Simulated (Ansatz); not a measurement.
# The 3-layer 1T-HfS2 (AA) between two gates, part 3 of 3

How do the bands of the 3-layer 1T-HfS2 (AA) follow a displacement field between two gates?

Ansatz 0.2.0; plane-wave DFT, PBE-D3(BJ), Ansatz PAW (set soft_1); PAW set soft_1.

So far, gap along the path (eV): step 3 (gated layer, displacement field 0) 1.09; step 4 (displacement field 0.905 V/nm) 0.984; step 5 (displacement field 1.81 V/nm) 0.815; step 6 (displacement field 2.71 V/nm) 0.637.

### 7. Gated layer, displacement field 3.62 V/nm (continued)

Running mean over a fixed 2.5 Å (it still follows the layers) of the planar mean; beyond a gate it holds the 10 eV model barrier. Table of electron's electrostatic potential energy less the Fermi level by z:

| z (Å) | electron's electrostatic potential energy less the Fermi level (eV) |
| --- | --- |
| 5.0 | 13.9 |
| 7.5 | 13.9 |
| 10.0 | 13.9 |
| 12.5 | 13.9 |
| 15.0 | 13.9 |
| 17.5 | 14.0 |
| 20.0 | 6.89 |
| 22.5 | -2.48 |
| 25.0 | -7.41 |
| 27.5 | 0.672 |
| 30.0 | -7.52 |
| 32.5 | 0.789 |
| 35.0 | -6.52 |
| 37.5 | -1.99 |
| 40.0 | 8.69 |
| 42.5 | 17.4 |
| 45.0 | 17.6 |
| 47.5 | 17.6 |
| 50.0 | 17.6 |
| 52.5 | 17.6 |
| 55.0 | 17.6 |

The gap, the smaller of path and mesh, is 0.458 eV.

### 8. Gated layer, displacement field -1.81 V/nm

The input, input.yaml:

```yaml
crystal:
  lattice:
    - [3.6097961623, 0.0, 0.0]
    - [-1.8048980812, 3.1261751791, 0.0]
    - [0.0, 0.0, 60.0741145327]
  atoms:
    - { symbol: S, position: [0.6666666667, 0.3333333333, 0.3795311871] }
    - { symbol: Hf, position: [0.0, 0.0, 0.403816414] }
    - { symbol: S, position: [0.3333333333, 0.6666666667, 0.42804713] }
    - { symbol: S, position: [0.6666666667, 0.3333333333, 0.4757794073] }
    - { symbol: Hf, position: [0.0, 0.0, 0.5] }
    - { symbol: S, position: [0.3333333333, 0.6666666667, 0.5242205927] }
    - { symbol: S, position: [0.6666666667, 0.3333333333, 0.57195287] }
    - { symbol: Hf, position: [0.0, 0.0, 0.596183586] }
    - { symbol: S, position: [0.3333333333, 0.6666666667, 0.6204688129] }
  periodic: [true, true, false]
  symmetry: { detect: true }
kpoints:
  mp_grid: { grid: [24, 24, 1] }
  band_path:
    path: [[0, 0, 0], [0.5, 0, 0], [0.33333333, 0.33333333, 0], [0, 0, 0]]
    npoints: 16
hamiltonian:
  xc: pbe
  dispersion: d3bj
  pseudopotentials: { kind: paw, azcp: { folder: soft_1 } }
scf:
  occupations: { method: fermi_dirac, width: 0.02585 }
  convergence: { dr2_threshold: 1.0e-10 }
output:
  forces: true
  eigenvalues: true
  dos: { projected: true, e_range: [-3, 3], de: 0.01 }
  write_potential: true
  write_density: true
  volumetric_format: npy
  elf: true
external_charges:
  - { charge: 0, barrier: 10, axis: 3, height: 40.774, sigma: 0.25 }
  - { charge: 0.011285, axis: 3, height: 42.274, sigma: 0.5 }
  - { charge: 0, barrier: 10, axis: 3, height: 19.3, sigma: 0.25 }
  - { charge: -0.011285, axis: 3, height: 17.8, sigma: 0.5 }
```

Started as:

```
> ansatz run input.yaml --threads 4 --pin off --max-ram 8192MiB --backend cpu --events-out ev --progress --plain --runs-dir out
```

Numbers of over 12 decimals in the logs are rounded to 6 here.

Output:

```text
[...]
Crystal: 9 atoms, lattice volume = 677.928 Å³
Basis set: ecut = 420 eV, 13089 PW (Γ), exchange–correlation on 50×50×810 points (8 copies of the dense FFT grid, shifted against one another)
Bands: 69, of which v1, the nominal top of the filled ones, is band 57 counted from 1 (56 counted from 0)
Symmetry: 6 space group operations
k-points: 61 of 576 (time reversal used)
[...]
--- Band table (eV; the first three rows and the last of 61) ---
  k-point 0: bands = [... 53 lower, -6.3716, -6.3716, -6.1463, -6.1463, -4.4529, -4.4529, -4.2834, -4.2834, ... 8 higher]
  k-point 1: bands = [... 53 lower, -6.4277, -6.4096, -6.2811, -6.2021, -4.4340, -4.3830, -4.2641, -4.2135, ... 8 higher]
  k-point 2: bands = [... 53 lower, -6.6715, -6.5729, -6.3538, -6.3467, -4.4315, -4.2607, -4.1978, -4.0605, ... 8 higher]
  k-point 60: bands = [... 53 lower, -8.1855, -8.0464, -7.9884, -7.8882, -3.6945, -3.5110, -3.2954, -2.9768, ... 8 higher]
[key lines of the parts left out:]
SCF converged after 18 iterations
Free energy (F): -52595.711899 eV
Fermi energy:    -5.752972 eV
```

Elapsed: 4 min, on 4 threads of Arm Neoverse V1, shared host; peak memory 2.8 GiB.

The density of states has structure finer than the step of the table below, so its rows give means over 0.2 eV, whole bins alone (the curve runs from -3 to 2.41 eV). Peaks (eV: height): -2.97: 26.8, -2.79: 29.7, -2.64: 13.8, -2.55: 13.6, -2.35: 12.0, -1.87: 11.2, -1.44: 10.5.

The density of states by energy, zero at the Fermi level of the run, which the smearing sets inside the gap; means over each step:

energy (eV), density of states (states/eV a cell) and a bar:
```
     -2.8       13.2 ##############################
     -2.6       10.0 #######################
     -2.4        7.1 ################
     -2.2        7.0 ################
     -2.0        8.3 ###################
     -1.8        9.1 #####################
     -1.6        7.7 #################
     -1.4        8.4 ###################
     -1.2        4.5 ##########
     -1.0        4.0 #########
     -0.8        2.1 #####
     -0.6        1.8 ####
     -0.4        0.1 
     -0.2        0.0 
      0.0        0.0 
      0.2        0.0 
      0.4        0.3 #
      0.6        1.5 ###
      0.8        2.7 ######
      1.0        3.6 ########
      1.2        4.1 #########
      1.4        5.6 #############
      1.6        5.6 #############
      1.8        5.1 ############
      2.0        4.4 ##########
      2.2        4.1 #########
```

The gap, the smaller of path and mesh, is 0.815 eV.

### 9. The series together

This step: plane-wave DFT, PBE-D3(BJ), Ansatz PAW (set soft_1); response to a displacement field between two gates; PAW set soft_1 (Ansatz 0.2.0).

The potential behind each gate is read from every run and counted from the uncharged case.

Numbers from this step:

```yaml
electrostatic_distance_between_the_gates: 10.24 Å
geometric_distance_between_the_gates: 24.47 Å
```

Electron's potential behind the upper gate less behind the lower, less the value without field. Table of step of the electron's potential energy between the gates by displacement field D/eps0:

| displacement field D/eps0 (V/nm) | step of the electron's potential energy between the gates (eV) |
| --- | --- |
| -1.81 | -1.85 |
| 0.00 | 0 |
| 0.90 | 0.927 |
| 1.81 | 1.85 |
| 2.71 | 2.78 |
| 3.62 | 3.71 |

The smaller of the gaps on the path and on the k-mesh, counted as 0 under 0.03 eV. Gap against displacement field D/eps0:

| displacement field D/eps0 (V/nm) | gap (eV) |
| --- | --- |
| -1.81 | 0.815 |
| 0.00 | 1.09 |
| 0.90 | 0.984 |
| 1.81 | 0.815 |
| 2.71 | 0.637 |
| 3.62 | 0.458 |

By hand: 3.62 V/nm over the 24.47 Å between the sheets would give 8.86 V in vacuum; the run has 3.71 V, as over 10.24 Å.

### 10. Summary of results

| Property | Result |
| --- | --- |
| gap with uncharged gates | 1.09 eV |
| electrostatic distance between the gates | 10.2 Å |
| geometric distance between the gates | 24.5 Å |
| gap at 3.62 V/nm | 0.458 eV |

What this shows: The gap goes from 1.09 to 0.46 eV at 3.6 V/nm. The layers screen the field: the voltage is that of a vacuum gap 14.2 Å narrower than the real distance. The gates are charged sheets behind model barriers, not atoms. Gaps are the smaller of those on the path and on the mesh; band edges between these points would make them smaller still. Spin-orbit coupling is left out, which matters for the bands of elements this heavy.

[Logs are printed without paths, hosts, clocks, repeated set-up lines and the standing remarks that a program may print on its own settings, such as how far it seeks lower states.]

[Hosts, paths, dates, database ids (printed as entryN), source tags and the programs' standing remarks are cut or masked in the printed files.]

[Maps of the electrostatic potential energy from Ansatz leave out the sawtooth potential of an applied field or a dipole correction, so their vacuum need not be flat; planar profiles and work functions include it.]
